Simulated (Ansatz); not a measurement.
# 1T-PbBrI monolayer in a perpendicular field

Wanted: the out-of-plane response of the 1T-PbBrI monolayer. A positive field points along +c.

Program: Ansatz 0.2.0. Level of theory: plane-wave DFT, PBE-D3(BJ), Ansatz PAW. Results are calculated unless marked as measured.

This is a report of a sequence of runs, with most program output left out.

**1. Set-up**

The cell holds 3 atoms: 1 I, 1 Pb and 1 Br. Its edges and angles: a = 4.142 Å, b = 4.142 Å, c = 35.988 Å, α = 90.0°, β = 90.0°, γ = 120.0°. Vacuum lies along c.

**2. Relaxation**

The starting cell is a guess, so the in-plane lattice and the atoms are relaxed first, with the slab cut off from its images along the normal.

The input, input.yaml:

```yaml
crystal:
  lattice:
    - [4.142421, 0.0, 0.0]
    - [-2.0712105, 3.5874418192, 0.0]
    - [0.0, 0.0, 35.9878610306]
  atoms:
    - { symbol: I, position: [0.6666666667, 0.3333333333, 0.4654347194] }
    - { symbol: Pb, position: [0.0, 0.0, 0.5057339882] }
    - { symbol: Br, position: [0.3333333333, 0.6666666667, 0.5345652806] }
  periodic: [true, true, false]
kpoints:
  mp_grid: { grid: [12, 12, 1] }
hamiltonian:
  xc: pbe
  dispersion: d3bj
scf:
  occupations: { method: fermi_dirac, width: 0.05 }
  convergence: { dr2_threshold: 1.0e-09 }
relax:
  f_tol: 0.004
  max_steps: 90
  cell: {}
output:
  write_potential: true
  write_density: true
  volumetric_format: npy
```

Launch:

```bash
$ ansatz run input.yaml --threads 2 --pin off --max-ram 3072MiB --backend cpu --events-out ev --progress --plain --runs-dir out
```

Wall time 48 s (2 threads of AMD EPYC 9R45, shared host); peak memory 0.91 GiB.

Relaxation path:

```
step  energy less that of the first step (eV)  largest force component (eV/Å)  volume (Å³)
   1                                   0.0000                          4.9665       534.80
   2                                  -1.7642                          3.1616       546.52
   3                                  -2.7812                          1.7472       556.08
   4                                  -3.2456                          0.5464       565.20
   5                                  -3.2861                          0.5130       578.28
   6                                  -3.3423                          0.0984       589.44
   7                                  -3.3559                          0.0422       604.70
   8                                  -3.3608                          0.0429       619.36
   9                                  -3.3612                          0.0068       622.88
  10                                  -3.3612                          0.0003       623.64
 11*                                  -3.3628                          0.0004       623.64
```

Relaxation steps marked * repeat the geometry before them on a plane-wave basis chosen anew for their cell, so energy and pressure can jump there.

The run keeps the 6 symmetry operations that it works with, so distortions that break them were not tested.

```
cell as run  before  after  change
      a (Å)   4.142  4.473  +8.0 %
      b (Å)   4.142  4.473  +8.0 %
```

The atoms that moved most (Å, along periodic axes as changes of fractional coordinates times the final cell, across vacuum about the mean position):

```
atom     dx     dy      dz  length
 Br3  0.000  0.000   0.573   0.573
  I1  0.000  0.000  -0.541   0.541
 Pb2  0.000  0.000  -0.032   0.032
```

Final coordinates:

```
I Pb Br
1.0
     4.47326    0.00000    0.00000
    -2.23663    3.87396    0.00000
     0.00000    0.00000   35.98786
I Pb Br
1 1 1
Direct
  0.66667 0.33333 0.45040
  0.00000 0.00000 0.50484
  0.33333 0.66667 0.55049
```

Numbers from this step:

- gap on the k-mesh: 2.773 eV

The lattice constant a goes from 4.142 to 4.473 Å.

**3. Single point, field 0**

A sawtooth potential applies the field, turning back in the middle of the vacuum. With the dipole correction the typed value is the field outside the slab. The induced dipole is small, so the SCF threshold is tight.

The cell differs from the one that the last finished run ended in (c 35.988 → 21.602 Å).

The input, input.yaml:

```yaml
crystal:
  lattice:
    - [4.4732644148, 0.0, 0.0]
    - [-2.2366322074, 3.873960621, 0.0]
    - [0.0, 0.0, 21.6021044967]
  atoms:
    - { symbol: I, position: [0.6666666667, 0.3333333333, 0.4166260746] }
    - { symbol: Pb, position: [0.0, 0.0, 0.5073106904] }
    - { symbol: Br, position: [0.3333333333, 0.6666666667, 0.5833739254] }
kpoints:
  mp_grid: { grid: [12, 12, 1] }
  band_path:
    path: [[0, 0, 0], [0.5, 0, 0], [0.33333333, 0.33333333, 0], [0, 0, 0]]
    npoints: 16
hamiltonian:
  xc: pbe
  dispersion: d3bj
scf:
  occupations: { method: fermi_dirac, width: 0.02585 }
  convergence: { dr2_threshold: 1.0e-10 }
efield:
  axis: 3
  dipole_correction: true
  ramp_position: 0.97
  ramp_width: 0.06
  amplitude: 0
output:
  dos: { projected: true, e_range: [-6, 5] }
  write_potential: true
  write_density: true
  volumetric_format: npy
  elf: true
```

Run time: 5.7 s. Hardware: 2 threads; peak memory 0.7 GiB.

Numbers from this step:

* dipole along the normal: -0.02401 e·Å
* gap along the path: 2.760 eV
* smallest direct gap along the path: 3.063 eV
* step between the vacuum levels: 0.2508 eV
* ionisation energy, upper face: 6.784 eV
* electron affinity, upper face: 4.025 eV
* ionisation energy, lower face: 6.533 eV
* gap, the smaller of path and mesh: 2.760 eV

Running mean over a fixed 2.7 Å (it still follows the layers) of the planar mean; the ramp of the sawtooth is left out. Electron's electrostatic potential energy less the Fermi level against z:

```
z (Å)  electron's electrostatic potential energy less the Fermi level (eV)
    3                                                                 5.12
    4                                                                 5.12
    5                                                                 5.12
    6                                                                 5.07
    7                                                                 4.30
    8                                                                 2.25
    9                                                               -0.180
   10                                                                -2.87
   11                                                                -3.93
   12                                                                -4.10
   13                                                               -0.448
   14                                                                 2.97
   15                                                                 5.22
   16                                                                 5.36
   17                                                                 5.37
   18                                                                 5.37
```

The density of states has structure finer than the step of the table below, so its rows give means over 0.2 eV, whole bins alone (the curve runs from -6 to 3.32 eV). Peaks (eV: height): -2.33: 14.5, -2.25: 13.4, -1.53: 8.78, -1.45: 10.1, 2.60: 10.7, 2.90: 10.9, 3.21: 9.72.

Density of states against energy, zero at the Fermi level of the run, which the smearing sets inside the gap; means over each step:

```
energy (eV)  density of states (states/eV a cell)
       -4.4                                     0
       -4.2                                  1.53
       -4.0                                  3.65
       -3.8                                  2.25
       -3.6                                  2.91
       -3.4                                  4.02
       -3.2                                  6.05
       -3.0                                  3.91
       -2.8                                  2.75
       -2.6                                  1.74
       -2.4                                  6.44
       -2.2                                  6.90
       -2.0                                  4.02
       -1.8                                  3.30
       -1.6                                  4.93
       -1.4                                  2.75
       -1.2                                     0
       -1.0                                     0
       -0.8                                     0
       -0.6                                     0
       -0.4                                     0
       -0.2                                     0
        0.0                                     0
        0.2                                     0
        0.4                                     0
        0.6                                     0
        0.8                                     0
        1.0                                     0
        1.2                                     0
        1.4                                 0.128
        1.6                                 0.396
        1.8                                 0.872
        2.0                                  2.73
        2.2                                  2.43
        2.4                                  2.97
        2.6                                  4.18
        2.8                                  4.24
        3.0                                  6.00
        3.2                                  5.37
```

Projected DOS per atom over height of the atomic layer and energy from the Fermi level. Layers: I Pb Br from below.

Ten even steps from '_' (0.00 states/eV) to '@' (3.66 states/eV), each cell a mean:
```
..@@..
..%%..
..++__
__--__
______
______
______
______
______
______
______
**..--
%%__::
@@__**
..__++
--::%%
....==
....::
______
______
______
______
```
Columns: height of the atomic layer (Å) from 9 to 12.6 (not evenly spaced); rows upwards: energy from the Fermi level (eV) from -5.96 to 3.31.

Electronic bands along the path, in eV, zero at the Fermi level of the run, which the smearing sets inside the gap:

```
  point  band 16  band 17  band 18  band 19  band 20  band 21  band 22  band 23
      Γ    -2.52    -1.78    -1.73    -1.73     1.35     2.54     2.54     4.57
halfway    -2.87    -2.35    -1.90    -1.50     1.90     2.89     2.91     5.10
      M    -3.18    -2.29    -2.05    -1.93     2.06     3.10     3.19     4.82
halfway    -3.27    -2.34    -2.26    -1.63     2.47     2.91     3.27     5.32
      K    -3.56    -2.42    -2.26    -1.51     2.61     2.95     3.41     6.32
halfway    -2.79    -2.36    -2.10    -1.43     2.27     2.61     3.07     5.35
      Γ    -2.52    -1.78    -1.73    -1.73     1.35     2.54     2.54     4.57
```

Electrostatic potential energy in the ca plane at fractional y = 0.000, with atoms of Pb within 0.2 Å of it. With pseudopotentials it is smooth inside the atoms' cores, unlike the true potential.

Values in eV, 7 rows by 16 columns, each cell a mean:
```
  3   3   3   3   3   3   3   0 -24 -31  -8   2   3   3   3   3
  3   3   3   3   3   3   2   1  -8 -14  -1   2   3   3   3   3
  3   3   3   3   3   3   1  -1   0   0   0   2   3   3   3   3
  3   3   3   3   3   3   0  -2   1   1   0   1   3   3   3   3
  3   3   3   3   3   3   2   0  -1  -2   0   2   3   3   3   3
  3   3   3   3   3   3   3   1 -13 -22  -3   2   3   3   3   3
  3   3   3   3   3   3   3   0 -25 -31 -10   2   3   3   3   3
```
Columns run along c (16.0 Å, from fractional 0.09 to 0.83 of the cell; values clipped at the 3rd and 97th percentile), rows up along a (4.5 Å). Atoms in or near the plane, at fractional coordinates: Pb at (0.51, 0.00).

Valence density in the ca plane at fractional y = 0.000, with atoms of Pb within 0.2 Å of it. It is the smooth field of the valence electrons, not physical close to the nuclei.

Ten steps, logarithmic in the rise over the least value, from '0' (0.00 × 1e0 e/Å³) to '9' (9.22 × 1e0 e/Å³), each cell a mean:
```
00000000000000000000013689863100000000000000
00000000000000000000112467642100000000000000
00000000000000000001112344321100000000000000
00000000000000000011111122111111000000000000
00000000000000000122221111111221000000000000
00000000000000000122221100112221100000000000
00000000000000000122221110112221100000000000
00000000000000000112221111111111000000000000
00000000000000000011111223221110000000000000
00000000000000000000112456532100000000000000
00000000000000000000013578753100000000000000
00000000000000000000014799863100000000000000
```
Columns run along c (16.0 Å, from fractional 0.09 to 0.83 of the cell), rows up along a (4.5 Å). Atoms in or near the plane, at fractional coordinates: Pb at (0.51, 0.00).

ELF in the ca plane at fractional y = 0.000, with atoms of Pb within 0.2 Å of it. It is the smooth field of the valence electrons, not physical close to the nuclei.

Values, 7 rows by 16 columns, each cell a mean:
```
0.00 0.00 0.00 0.00 0.03 0.08 0.34 0.18 0.32 0.03 0.00 0.00 0.00 0.00 0.00 0.00
0.00 0.00 0.00 0.05 0.27 0.33 0.26 0.36 0.20 0.19 0.06 0.00 0.00 0.00 0.00 0.00
0.00 0.00 0.01 0.20 0.62 0.70 0.31 0.12 0.42 0.59 0.24 0.02 0.00 0.00 0.00 0.00
0.00 0.00 0.02 0.26 0.69 0.75 0.41 0.09 0.59 0.69 0.31 0.03 0.00 0.00 0.00 0.00
0.00 0.00 0.01 0.15 0.55 0.63 0.26 0.17 0.32 0.49 0.19 0.02 0.00 0.00 0.00 0.00
0.00 0.00 0.00 0.03 0.16 0.20 0.30 0.38 0.22 0.10 0.03 0.00 0.00 0.00 0.00 0.00
0.00 0.00 0.00 0.00 0.01 0.08 0.33 0.09 0.34 0.03 0.00 0.00 0.00 0.00 0.00 0.00
```
Columns run along c (16.0 Å, from fractional 0.18 to 0.92 of the cell), rows up along a (4.5 Å). Atoms in or near the plane, at fractional coordinates: Pb at (0.51, 0.00).

The gap is 2.76 eV, with the valence edge 6.78 eV and the conduction edge 4.02 eV under the upper vacuum level. Spin-orbit coupling, left out in this run, matters for the bands of elements this heavy.

**4. Single point, field 0.1 V/Å**

input.yaml: that of step 3 with these lines changed.

```diff
@@ -25,5 +25,4 @@
   ramp_width: 0.06
-  amplitude: 0
+  amplitude: 0.1
 output:
-  dos: { projected: true, e_range: [-6, 5] }
   write_potential: true
@@ -31,2 +30 @@
   volumetric_format: npy
-  elf: true
```

Run time: 5.8 s. Hardware: 2 threads; peak memory 0.65 GiB; 11 s of CPU time.

The dipole is 0.0263 e·Å, 0.0503 e·Å from its value without field, and the gap 2.763 eV.

**5. Atoms held, field -0.1 V/Å**

input.yaml: that of step 4 with these lines changed.

```diff
@@ -25,3 +25,3 @@
   ramp_width: 0.06
-  amplitude: 0.1
+  amplitude: -0.1
 output:
```

Wall time 6 s (2 threads); peak memory 0.65 GiB.

The dipole is -0.0743 e·Å, -0.0503 e·Å from its value without field, and the gap 2.755 eV.

**6. Response, atoms held**

This step: plane-wave DFT, PBE-D3(BJ), Ansatz PAW; response to a field along the normal, atoms held (Ansatz 0.2.0).

The dipoles give the slope, and the difference of two potentials shows where the field is screened.

This step gave:

```
equivalent conductor thickness p/(ε₀AE) : 5.249 Å
distance between the outer atoms        : 3.602 Å
```

Dipole of the cell against applied field:

```
applied field (V/Å)  dipole of the cell (e·Å)
            -0.1000                   -0.0743
             0.0000                   -0.0240
             0.1000                    0.0263
```

Local field over the applied field, running mean. From the potentials at -0.1 and 0.1 V/Å; running mean over 2.5 Å. Local field over applied field against z:

z (Å), local field over applied field and a bar:
```
      4.5      0.999 ##############################
      5.0      0.996 ##############################
      5.5      0.987 ##############################
      6.0      0.963 #############################
      6.5      0.906 ###########################
      7.0      0.794 #######################
      7.5      0.640 ##################
      8.0      0.467 ############
      8.5      0.303 #######
      9.0      0.177 ###
      9.5      0.112 #
     10.0      0.096 
     10.5      0.098 
     11.0      0.107 
     11.5      0.127 #
     12.0      0.163 ##
     12.5      0.241 #####
     13.0      0.374 #########
     13.5      0.535 ###############
     14.0      0.694 ####################
     14.5      0.833 ########################
     15.0      0.928 ############################
     15.5      0.974 #############################
     16.0      0.992 ##############################
     16.5      0.997 ##############################
     17.0      0.999 ##############################
     17.5      1.000 ##############################
```

Electrons, planar mean, per unit field. Table of induced electron density by z:

```
z (Å)  induced electron density (e/Å³ per V/Å)
  4.5                                   5.0e-6
  5.0                                   1.7e-5
  5.5                                   5.5e-5
  6.0                                   1.7e-4
  6.5                                   4.8e-4
  7.0                                  0.00124
  7.5                                  0.00259
  8.0                                  0.00325
  8.5                                  0.00167
  9.0                                   8.4e-4
  9.5                                   1.2e-4
 10.0                                  -4.5e-4
 10.5                                  -4.6e-4
 11.0                                   1.3e-4
 11.5                                   4.1e-4
 12.0                                  -4.5e-4
 12.5                                  -9.9e-4
 13.0                                 -0.00179
 13.5                                 -0.00314
 14.0                                 -0.00222
 14.5                                  -9.7e-4
 15.0                                  -3.5e-4
 15.5                                  -1.1e-4
 16.0                                  -3.5e-5
 16.5                                  -1.0e-5
 17.0                                  -2.7e-6
 17.5                                  -7.6e-7
```

The smaller of the gaps on the path and on the k-mesh, counted as 0 under 0.03 eV. The gap by applied field:

```
applied field (V/Å)  gap (eV)
            -0.1000      2.76
             0.0000      2.76
             0.1000      2.76
```

By hand: between -0.1 and 0.1 V/Å the dipole changes by 0.1005 e·Å, a slope of 0.5027 e·Å²/V. A perfect conductor of thickness t has p = ε₀AEt, so t = 180.95 × 0.5027 / 17.329 = 5.25 Å (e/ε₀ = 180.95 V·Å, A in Å²).

The induced dipole is that of a conductor 5.25 Å thick.

**7. What came out**

```yaml
gap_without_field: 2.76 eV
ionisation_energy_upper_face: 6.78 eV
electron_affinity_upper_face: 4.02 eV
step_between_the_vacuum_levels: 0.251 eV
equivalent_conductor_thickness_atoms_held: 5.25 Å
```

In words: The induced dipole equals that of a perfect conductor 5.25 Å thick, while the outer atoms lie 3.60 Å apart; an out-of-plane ε follows only once a thickness t is chosen, by 1 − 1/ε = 5.25 Å / t. The two faces differ: the vacuum level above lies 0.25 eV higher than the one below. The gap stays within 0.01 eV of 2.76 eV over the fields run, up to 0.1 V/Å in size. Semilocal functionals give gaps that are too small, and excitons are not included. Spin-orbit coupling is left out, which matters for the bands of elements this heavy.

[Logs are printed without paths, hosts, clocks, repeated set-up lines and the standing remarks that a program may print on its own settings, such as how far it seeks lower states.]

[Hosts, paths, dates, database ids (printed as entryN), source tags and the programs' standing remarks are cut or masked in the printed files.]

[Maps of the electrostatic potential energy from Ansatz leave out the sawtooth potential of an applied field or a dipole correction, so their vacuum need not be flat; planar profiles and work functions include it.]

[The density of states shown here was stored with 400 of the rows of the run's finer table, so its peaks can read low, often by over a quarter, or be missed, and its means over a window can be off by a tenth or more.]
